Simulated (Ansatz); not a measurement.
# SbIrO4, from a guessed structure to a relaxed one

This structure for SbIrO4 is made up. Its elements were placed in a known structure type with a cell scaled to their sizes. What cell does the guess relax to, and how far off was it?

Main program and level: Ansatz 0.2.0; DFT, PBEsol, plane-wave PAW, files of the set soft_1, scalar-relativistic, no spin, cell and ions relaxed at zero pressure; PAW set soft_1, in the first sound run; inputs show where later runs differ.

### 1. Set-up

The structure is tetragonal, space group I-4m2 (No. 119). Conventional cell: a = 3.898 Å, b = 3.898 Å, c = 9.402 Å, α = 90.00°, β = 90.00°, γ = 90.00°. Nearest to Ir lie 6 O at 1.94 to 1.98 Å. Nearest to Sb lie 6 O at 1.98 to 1.99 Å. O has 1 Ir at 1.94 Å and 2 Sb at 1.99 Å nearest. Nearest to O lie 1 Sb at 1.98 Å and 2 Ir at 1.98 Å. Farther neighbours and most contacts between anions are not listed.

### 2. Relaxing cell and atoms

The guessed cell has no reason to be at equilibrium. It is relaxed with the atoms, within the space group of the guess.

File input.yaml:

```yaml
crystal:
  lattice:
    - [-1.949, 1.949, 4.701]
    - [1.949, -1.949, 4.701]
    - [1.949, 1.949, -4.701]
  atoms:
    - { symbol: Ir, position: [0.0, 0.0, 0.0] }
    - { symbol: Sb, position: [0.75, 0.25, 0.5] }
    - { symbol: O, position: [0.7939, 0.7939, 0.0] }
    - { symbol: O, position: [0.9604, 0.4604, 0.5] }
    - { symbol: O, position: [0.2061, 0.2061, 0.0] }
    - { symbol: O, position: [0.5396, 0.0396, 0.5] }
kpoints:
  mp_grid: { grid: [10, 10, 10] }
scf:
  occupations: { method: fermi_dirac, width: 0.05 }
hamiltonian:
  xc: pbesol
  pseudopotentials: { kind: paw, azcp: { folder: soft_1 }, xc_functional: pbe }
relax:
  f_tol: 0.015
  max_steps: 70
  cell: {}
output:
  forces: true
  stress: true
```

The run is started by

```console
> ansatz run input.yaml --threads 4 --pin off --max-ram 10240MiB --backend cpu --events-out ev --progress --plain --runs-dir out
```

Numbers of over 12 decimals in the logs are rounded to 6 here.

Output:

```text
Engine: ansatz 0.2.0, aarch64-unknown-linux-gnu
Pseudopotentials: kind: paw
Pseudopotential: Ir, paw, valence charge 17, recommended cutoff 420 eV (normal), soft_1/Ir.paw.azcp
Pseudopotential: Sb, paw, valence charge 15, recommended cutoff 420 eV (normal), soft_1/Sb.paw.azcp
Pseudopotential: O, paw, valence charge 6, recommended cutoff 420 eV (normal), soft_1/O.paw.azcp
Functional definition: PBEsol
  exchange = pbesol_x
  correlation = pbesol_c
Crystal: 6 atoms, lattice volume = 71.429 Å³
Basis set: ecut = 420 eV, 1379 PW (Γ), exchange–correlation on 80×80×80 points (8 copies of the dense FFT grid, shifted against one another)
Bands: 34, of which v1, the nominal top of the filled ones, is band 28 counted from 1 (27 counted from 0)
Symmetry: 8 space group operations
Space group: I-4m2 (ITA 119), of the structure as read, at distance tolerance 4.1e-5 Å
k-points: 102 of 1000 (time reversal used)
Non-local potential: Ir, projectors of the file, l = 0: 3, l = 1: 2, l = 2: 2, l = 3: 1
Non-local potential: Sb, projectors of the file, l = 0: 2, l = 1: 2, l = 2: 2, l = 3: 1
Non-local potential: O, projectors of the file, l = 0: 2, l = 1: 2, l = 2: 1
PAW form: soft (Blöchl's): semilocal exchange-correlation on the pseudo side does not see the compensation charge
PAW frozen core: Ir, regenerated for the run's functional, and the local potential with it (the file was generated under x = pbe(κ = 0.804, μ = 0.219515), c = pbe(β = 0.066725))
PAW frozen core: Sb, regenerated for the run's functional, and the local potential with it (the file was generated under x = pbe(κ = 0.804, μ = 0.219515), c = pbe(β = 0.066725))
PAW frozen core: O, regenerated for the run's functional, and the local potential with it (the file was generated under x = pbe(κ = 0.804, μ = 0.219515), c = pbe(β = 0.066725))
PAW one-centre angular grid: Ir, 590 points (default); XC on 64 Gauss nodes
PAW one-centre angular grid: Sb, 590 points (default); XC on 64 Gauss nodes
PAW one-centre angular grid: O, 110 points (default); XC on 64 Gauss nodes
Initial density: superposition of atomic densities (chi_scale 0.1, normalization cell, long waves kept (reshape's long-wave potential 0.01 eV rms))
Initial wavefunctions: pseudopotential atomic-orbital guess
Functional: x = pbesol(κ = 0.804, μ = 0.123457), c = pbesol(β = 0.046)
SCF iter   1: F=—  HF=-20447.997567 eV  |F-HF|=—  |Δ(HF+E_count)|=         —  Δρ=9.58e-2  dr2=4.98e0  ethr=3.10e-3  ⟨swp⟩=6.1  Hψ=15718  notcnv=0  defer=5
preconditioner: auto → LDOS  [metal: Δε(μ)=0.012 eV  Ē_g=17.738 eV  σ=0.050 eV  W_gap=0.06  n_scr=22 (ndim 8)  ℏωp=30.4 eV  f_vac=0.057  D(μ)=0.78/eV (n_scr^D=2)  β→1.0]
SCF iter   2: F=—  HF=-20447.698408 eV  |F-HF|=—  |Δ(HF+E_count)|=   2.99e-1  Δρ=5.99e-2  dr2=3.22e0  ethr=3.10e-3  ⟨swp⟩=3.0  Hψ=8151  notcnv=0  defer=106
SCF iter   3: F=—  HF=-20446.910783 eV  |F-HF|=—  |Δ(HF+E_count)|=   7.88e-1  Δρ=1.14e-2  dr2=1.34e-1  ethr=3.10e-3  ⟨swp⟩=2.6  Hψ=7655  notcnv=0  defer=100
SCF iter   4: F=—  HF=-20446.883034 eV  |F-HF|=—  |Δ(HF+E_count)|=   2.77e-2  Δρ=3.42e-3  dr2=7.44e-3  ethr=2.39e-4  ⟨swp⟩=2.5  Hψ=5608  notcnv=0  defer=101
SCF iter   5: F=—  HF=-20446.881267 eV  |F-HF|=—  |Δ(HF+E_count)|=   1.77e-3  Δρ=1.04e-3  dr2=5.89e-4  ethr=1.33e-5  ⟨swp⟩=2.1  Hψ=5310  notcnv=0  defer=101
SCF iter   6: F=—  HF=-20446.881187 eV  |F-HF|=—  |Δ(HF+E_count)|=   7.99e-5  Δρ=4.64e-4  dr2=9.78e-5  ethr=1.05e-6  ⟨swp⟩=2.0  Hψ=5188  notcnv=0  defer=101
SCF iter   7: F=—  HF=-20446.881170 eV  |F-HF|=—  |Δ(HF+E_count)|=   1.70e-5  Δρ=5.58e-5  dr2=1.71e-6  ethr=1.75e-7  ⟨swp⟩=2.0  Hψ=5069  notcnv=0  defer=101
SCF iter   8: F=-20446.881170 eV  HF=-20446.881170 eV  |F-HF|=7.87e-9  |Δ(HF+E_count)|=   1.84e-8  Δρ=1.35e-5  dr2=5.44e-8  ethr=1.79e-10  ⟨swp⟩=4.0  Hψ=16202  notcnv=0
SCF 1 converged in 8 iterations: F = -20446.881170 eV  dr2 = 5.44e-8
  greatest PAW one-centre occupation: 1.000 electrons in one spin orbital (limit 2), on the Ir atom at site 0 (counted from 0), in its partial waves of l = 0
relax step   1: F+E_penalty+E_count = -20446.88116999 eV  Δ(F+E_penalty+E_count) = +0.000e0 eV  max|allowed force component| = 1.350e0 eV/Å  Δτ_max = 0.0000 Å  P = +22.114 GPa  Ω = 71.429 Å³  (8 SCF iters, dr2 threshold 1.00e-7 eV, accepted)
Crystal: 6 atoms, lattice volume = 76.720 Å³
Basis set: ecut = 420 eV, 1493 PW (Γ), exchange–correlation on 80×80×80 points (8 copies of the dense FFT grid, shifted against one another)
Initial density: handed on by an earlier stage of this run
Initial wavefunctions: those handed on with the density
iter 1 solved again at ethr=3.53e-4 eV; its pass at ethr=3.10e-3 eV (dr2=1.98e-1 eV) is discarded
SCF iter   1: F=—  HF=-20447.352393 eV  |F-HF|=—  |Δ(HF+E_count)|=         —  Δρ=1.52e-2  dr2=1.98e-1  ethr=3.53e-4  ⟨swp⟩=1.1  Hψ=16702  notcnv=0
preconditioner: auto → LDOS  [metal: Δε(μ)=0.009 eV  Ē_g=16.873 eV  σ=0.050 eV  W_gap=0.04  n_scr=30 (ndim 8)  ℏωp=29.4 eV  f_vac=0.151  D(μ)=1.65/eV (n_scr^D=10)  β→1.0]
SCF iter   2: F=—  HF=-20447.325405 eV  |F-HF|=—  |Δ(HF+E_count)|=   2.70e-2  Δρ=1.10e-2  dr2=5.67e-2  ethr=3.53e-4  ⟨swp⟩=2.8  Hψ=6128  notcnv=0
SCF iter   3: F=—  HF=-20447.307682 eV  |F-HF|=—  |Δ(HF+E_count)|=   1.77e-2  Δρ=2.43e-3  dr2=3.37e-3  ethr=1.01e-4  ⟨swp⟩=2.0  Hψ=6006  notcnv=0
SCF iter   4: F=—  HF=-20447.306941 eV  |F-HF|=—  |Δ(HF+E_count)|=   7.41e-4  Δρ=8.06e-4  dr2=5.73e-4  ethr=6.02e-6  ⟨swp⟩=2.0  Hψ=5143  notcnv=0
SCF iter   5: F=—  HF=-20447.306856 eV  |F-HF|=—  |Δ(HF+E_count)|=   8.50e-5  Δρ=3.06e-4  dr2=4.70e-5  ethr=1.02e-6  ⟨swp⟩=2.0  Hψ=3773  notcnv=0
SCF iter   6: F=—  HF=-20447.306850 eV  |F-HF|=—  |Δ(HF+E_count)|=   6.83e-6  Δρ=6.07e-5  dr2=2.98e-6  ethr=8.39e-8  ⟨swp⟩=2.6  Hψ=5120  notcnv=0
SCF iter   7: F=-20447.306849 eV  HF=-20447.306849 eV  |F-HF|=1.86e-9  |Δ(HF+E_count)|=   4.88e-7  Δρ=8.28e-6  dr2=2.73e-8  ethr=1.07e-9  ⟨swp⟩=5.0  Hψ=12938  notcnv=0
SCF 2 converged in 7 iterations: F = -20447.306849 eV  dr2 = 2.73e-8
relax step   2: F+E_penalty+E_count = -20447.30684914 eV  Δ(F+E_penalty+E_count) = -4.257e-1 eV  max|allowed force component| = 4.728e-1 eV/Å  Δτ_max = 0.0178 Å  P = +2.899 GPa  Ω = 76.720 Å³  energy of the carried Pulay correction = -1.448e-2 eV  (7 SCF iters, dr2 threshold 6.00e-7 eV, accepted)
Crystal: 6 atoms, lattice volume = 77.580 Å³
Basis set: ecut = 420 eV, 1509 PW (Γ), exchange–correlation on 80×80×80 points (8 copies of the dense FFT grid, shifted against one another)
iter 1 solved again at ethr=2.53e-5 eV; its pass at ethr=3.10e-3 eV (dr2=1.41e-2 eV) is discarded
SCF iter   1: F=—  HF=-20447.327989 eV  |F-HF|=—  |Δ(HF+E_count)|=         —  Δρ=3.87e-3  dr2=1.42e-2  ethr=2.53e-5  ⟨swp⟩=1.1  Hψ=16086  notcnv=0
preconditioner: auto → LDOS  [metal: Δε(μ)=0.007 eV  Ē_g=16.727 eV  σ=0.050 eV  W_gap=0.04  n_scr=30 (ndim 8)  ℏωp=29.2 eV  f_vac=0.140  D(μ)=1.70/eV (n_scr^D=10)  β→1.0]
SCF iter   2: F=—  HF=-20447.325902 eV  |F-HF|=—  |Δ(HF+E_count)|=   2.09e-3  Δρ=1.76e-3  dr2=1.42e-3  ethr=2.53e-5  ⟨swp⟩=2.0  Hψ=5319  notcnv=0
SCF iter   3: F=—  HF=-20447.325552 eV  |F-HF|=—  |Δ(HF+E_count)|=   3.51e-4  Δρ=5.94e-4  dr2=3.48e-4  ethr=2.54e-6  ⟨swp⟩=2.0  Hψ=6258  notcnv=0
SCF iter   4: F=—  HF=-20447.325483 eV  |F-HF|=—  |Δ(HF+E_count)|=   6.85e-5  Δρ=2.21e-4  dr2=4.79e-5  ethr=6.21e-7  ⟨swp⟩=2.5  Hψ=5019  notcnv=0
SCF iter   5: F=—  HF=-20447.325476 eV  |F-HF|=—  |Δ(HF+E_count)|=   6.85e-6  Δρ=1.08e-4  dr2=6.53e-6  ethr=8.55e-8  ⟨swp⟩=2.8  Hψ=5887  notcnv=0
SCF iter   6: F=-20447.325475 eV  HF=-20447.325475 eV  |F-HF|=8.02e-8  |Δ(HF+E_count)|=   1.66e-6  Δρ=1.12e-5  dr2=1.05e-7  ethr=1.07e-9  ⟨swp⟩=3.9  Hψ=14891  notcnv=0
SCF 3 converged in 6 iterations: F = -20447.325475 eV  dr2 = 1.05e-7
relax step   3: F+E_penalty+E_count = -20447.32547464 eV  Δ(F+E_penalty+E_count) = -1.863e-2 eV  max|allowed force component| = 1.625e-1 eV/Å  Δτ_max = 0.0159 Å  P = +0.437 GPa  Ω = 77.580 Å³  energy of the carried Pulay correction = -1.674e-2 eV  (6 SCF iters, dr2 threshold 6.00e-7 eV, accepted)
[...]
relax step   4: F+E_penalty+E_count = -20447.32647815 eV  Δ(F+E_penalty+E_count) = -1.004e-3 eV  max|allowed force component| = 2.029e-1 eV/Å  Δτ_max = 0.0161 Å  P = -0.461 GPa  Ω = 78.198 Å³  energy of the carried Pulay correction = -1.834e-2 eV  (6 SCF iters, dr2 threshold 6.00e-7 eV, accepted)
[...]
relax step   5: F+E_penalty+E_count = -20447.33002840 eV  Δ(F+E_penalty+E_count) = -3.550e-3 eV  max|allowed force component| = 3.231e-2 eV/Å  Δτ_max = 0.0116 Å  P = -0.292 GPa  Ω = 78.111 Å³  energy of the carried Pulay correction = -1.812e-2 eV  (6 SCF iters, dr2 threshold 6.00e-7 eV, accepted)
[...]
relax step   6: F+E_penalty+E_count = -20447.33050452 eV  Δ(F+E_penalty+E_count) = -4.761e-4 eV  max|allowed force component| = 2.527e-3 eV/Å  Δτ_max = 0.0036 Å  P = +0.002 GPa  Ω = 78.043 Å³  energy of the carried Pulay correction = -1.794e-2 eV  (5 SCF iters, dr2 threshold 3.21e-7 eV, accepted)
[...]
relax step   7: F+E_penalty+E_count = -20447.36007267 eV  Δ(F+E_penalty+E_count) = -2.957e-2 eV  max|allowed force component| = 2.346e-3 eV/Å  Δτ_max = 0.0000 Å  P = +0.617 GPa  Ω = 78.043 Å³  stress off target by 6.41e-1 GPa  SCF on the basis re-selected at this cell (its energy is not comparable with the rows above)  (8 SCF iters)
[...]
relax step   8: F+E_penalty+E_count = -20447.35989252 eV  Δ(F+E_penalty+E_count) = +1.802e-4 eV  max|allowed force component| = 9.969e-3 eV/Å  Δτ_max = 0.0049 Å  P = +0.023 GPa  Ω = 78.370 Å³  energy of the carried Pulay correction = -8.368e-4 eV  (5 SCF iters, dr2 threshold 6.00e-7 eV, accepted)
[...]
relax step   9: F+E_penalty+E_count = -20447.35988551 eV  Δ(F+E_penalty+E_count) = +7.013e-6 eV  max|allowed force component| = 2.807e-4 eV/Å  Δτ_max = 0.0003 Å  P = +0.002 GPa  Ω = 78.379 Å³  energy of the carried Pulay correction = -8.546e-4 eV  (3 SCF iters, dr2 threshold 3.91e-8 eV, accepted)
iter 1 solved again at ethr=2.86e-8 eV; its pass at ethr=3.10e-3 eV (dr2=1.60e-5 eV) is discarded
SCF iter   1: F=—  HF=-20447.360766 eV  |F-HF|=—  |Δ(HF+E_count)|=         —  Δρ=5.47e-5  dr2=1.74e-7  ethr=2.86e-8  ⟨swp⟩=4.0  Hψ=27410  notcnv=0
SCF iter   2: F=—  HF=-20447.360796 eV  |F-HF|=—  |Δ(HF+E_count)|=   3.00e-5  Δρ=9.81e-6  dr2=4.29e-8  ethr=3.10e-10  ⟨swp⟩=2.0  Hψ=5425  notcnv=0
SCF iter   3: F=—  HF=-20447.360796 eV  |F-HF|=—  |Δ(HF+E_count)|=   1.45e-8  Δρ=3.69e-6  dr2=7.07e-9  ethr=7.66e-11  ⟨swp⟩=2.0  Hψ=5380  notcnv=0
SCF iter   4: F=—  HF=-20447.360796 eV  |F-HF|=—  |Δ(HF+E_count)|=   3.29e-9  Δρ=8.34e-7  dr2=3.33e-10  ethr=1.26e-11  ⟨swp⟩=2.0  Hψ=4701  notcnv=0
SCF iter   5: F=-20447.360796 eV  HF=-20447.360796 eV  |F-HF|=3.64e-12  |Δ(HF+E_count)|=  1.35e-10  Δρ=1.37e-7  dr2=1.13e-11  ethr=1.00e-12  ⟨swp⟩=5.0  Hψ=13221  notcnv=0
SCF 10 converged in 5 iterations: F = -20447.360796 eV  dr2 = 1.13e-11
relax step  10: F+E_penalty+E_count = -20447.36079580 eV  Δ(F+E_penalty+E_count) = -9.103e-4 eV  max|allowed force component| = 1.111e-4 eV/Å  Δτ_max = 0.0000 Å  P = +0.007 GPa  Ω = 78.379 Å³  stress off target by 1.11e-2 GPa  SCF on the basis re-selected at this cell (its energy is not comparable with the rows above)  (5 SCF iters)
basis re-selected at this cell: Δ(F+E_penalty+E_count) = -9.103e-4 eV, ΔP = +0.006 GPa vs the last step (what re-selecting the basis moved, of the pressure what is left beyond the Pulay correction that the steps carried, after the strain that the cell walked since its last selection, with what the two solves' SCF thresholds leave and, on support functions, any second-order correction that the steps lacked; it is no m [...]
SCF converged after 5 iterations
Free energy (F): -20447.360796 eV
Harris-Foulkes:  -20447.360796 eV  (|F-HF|=3.64e-12)
Internal energy: -20447.347549 eV  (E = F + TS)
E sigma→0 (E₀):  -20447.354172 eV
Entropy (-TS):   -0.013247 eV (-2.208 meV/atom)
Fermi energy:    10.887105 eV
--- Per-component energies (eV) ---
  E_band       = -488.685508
  E_kinetic    = 1374.449410
  E_local      = -5195.432160  (includes V_loc(G=0)·N_el)
  E_nonlocal   = 798.190088
  E_hartree    = 2026.355263
  E_xc         = -606.756638
  E_vxc        = -705.918215  (∫ρ·V_xc dr)
  E_paw        = -14225.896864  (= ΣΔE_a)
  E_vpaw       = -812.688940  (= ΣTr[D̂ρ^β])
  E_aug_tail   = 0.003768  (compensation charges beyond the density's cutoff)
  E_ewald      = -4618.998772
  E_core_change = 0.738355  (= ΣΔE_core)
  E_smearing   = -0.013247  (= −TS)
  E_closure    = 0.000000  (closes the sum)
  Σ components = -20447.360796   (vs F -20447.360796, Δ=0.00e0)
--- Forces (eV/Å), atoms counted from 1 ---
  atom   1  Ir    -0.00000000     0.00000000     0.00000000
  atom   2  Sb     0.00000000     0.00000000     0.00000000
  atom   3  O     -0.00000000     0.00000000     0.00009526
  atom   4  O     -0.00000000     0.00000000     0.00011112
  atom   5  O      0.00000000    -0.00000000    -0.00009526
  atom   6  O      0.00000000     0.00000000    -0.00011112
  max |Σ_I F_I| component: 6.09e-17 eV/Å
--- Stress (GPa, compression-positive) ---
        0.005472       0.000000       0.000000
        0.000000       0.005472       0.000000
        0.000000       0.000000       0.011090
  P = ⅓ Tr σ = 0.0073 GPa (0.073 kbar)
--- Relaxed structure (8 steps of the walk, 8 accepted, 2 SCFs on fresh bases) ---
  F+E_penalty+E_count = -20447.36079580 eV   max|allowed force component| = 1.111e-4 eV/Å   (the final SCF, on the basis selected at the relaxed cell)
  cell:  # Å, volume = 78.3788 Å³
    - [-2.002304, 2.002304, 4.887404]
    - [2.002304, -2.002304, 4.887404]
    - [2.002304, 2.002304, -4.887404]
  atoms:
    - { symbol: Ir, position: [0, 0, 0] }
    - { symbol: Sb, position: [0.750000, 0.250000, 0.500000] }
    - { symbol: O, position: [0.795245, 0.795245, 0] }
    - { symbol: O, position: [0.964584, 0.464584, 0.5] }
    - { symbol: O, position: [0.204755, 0.204755, 0] }
    - { symbol: O, position: [0.535416, 0.035416, 0.5] }
```

Run time: 63 s. Hardware: 4 threads of Arm Neoverse V1, shared host; peak memory 0.54 GiB; 4.1 min of CPU time.

This run has no spin polarisation, although Ir can carry a moment.

Relaxation path:

```tsv
step	energy less that of the first step (eV)	largest force component (eV/Å)	pressure (GPa)	volume (Å³)
1	0.0000	1.3498	22.11	71.43
2	-0.4257	0.4728	2.90	76.72
3	-0.4443	0.1625	0.44	77.58
4	-0.4453	0.2029	-0.46	78.20
5	-0.4489	0.0323	-0.29	78.11
6	-0.4493	0.0025	0.00	78.04
7*	-0.4789	0.0023	0.62	78.04
8	-0.4787	0.0100	0.02	78.37
9	-0.4787	0.0003	0.00	78.38
10*	-0.4796	0.0001	0.01	78.38
```

Relaxation steps marked * repeat the geometry before them on a plane-wave basis chosen anew for their cell, so energy and pressure can jump there.

Forces are held to the 8 operations that the run works with; a distortion that breaks them can't arise in this run.

```tsv
conventional cell, symmetrised	before	after	change
a (Å)	3.898	4.005	+2.7 %
b (Å)	3.898	4.005	+2.7 %
c (Å)	9.402	9.775	+4.0 %
volume (Å³/atom)	11.90	13.06	+9.7 %
```

The atoms that moved most (Å, as changes of fractional coordinates times the final cell):

```tsv
atom	dx	dy	dz	length
O4	0.000	0.000	0.041	0.041
O6	0.000	0.000	-0.041	0.041
O3	0.000	0.000	0.013	0.013
O5	0.000	0.000	-0.013	0.013
```

The relaxed structure:

```cif
data_structure
_symmetry_space_group_name_H-M 'P 1'
_symmetry_Int_Tables_number 1
_cell_length_a 5.6485
_cell_length_b 5.6485
_cell_length_c 5.6485
_cell_angle_alpha 138.476
_cell_angle_beta 138.476
_cell_angle_gamma 60.175
_cell_volume 78.38
loop_
_atom_site_label
_atom_site_type_symbol
_atom_site_fract_x
_atom_site_fract_y
_atom_site_fract_z
_atom_site_occupancy
Ir1 Ir 0.00000 0.00000 0.00000 1
Sb2 Sb 0.75000 0.25000 0.50000 1
O3 O 0.79525 0.79525 0.00000 1
O4 O 0.96458 0.46458 0.50000 1
O5 O 0.20475 0.20475 0.00000 1
O6 O 0.53542 0.03542 0.50000 1
```

Numbers from this step:

- free energy: -20447.3608 eV
- energy at zero smearing: -20447.3542 eV
- smearing term TS: 0.01325 eV
- Fermi energy: 10.89 eV
- electrons: 56
- symmetry operations: 8
- pressure: 0.007345 GPa

Shortest distances by pair of elements, guess and relaxed (not always the same contact):

```tsv
pair	guess (Å)	relaxed (Å)
Ir–O	1.938	2.001
O–Sb	1.978	2.051
O–O	2.500	2.598
Ir–Sb	3.053	3.159
Ir–Ir	3.898	4.005
```

The relaxation ends with a largest force component of 1.1e-4 eV/Å and a pressure of 0.01 GPa.

[end of part 1 of 2]

[Logs are printed without paths, hosts, clocks, repeated set-up lines and the standing remarks that a program may print on its own settings, such as how far it seeks lower states.]

[Hosts, paths, dates, database ids (printed as entryN), source tags and the programs' standing remarks are cut or masked in the printed files.]
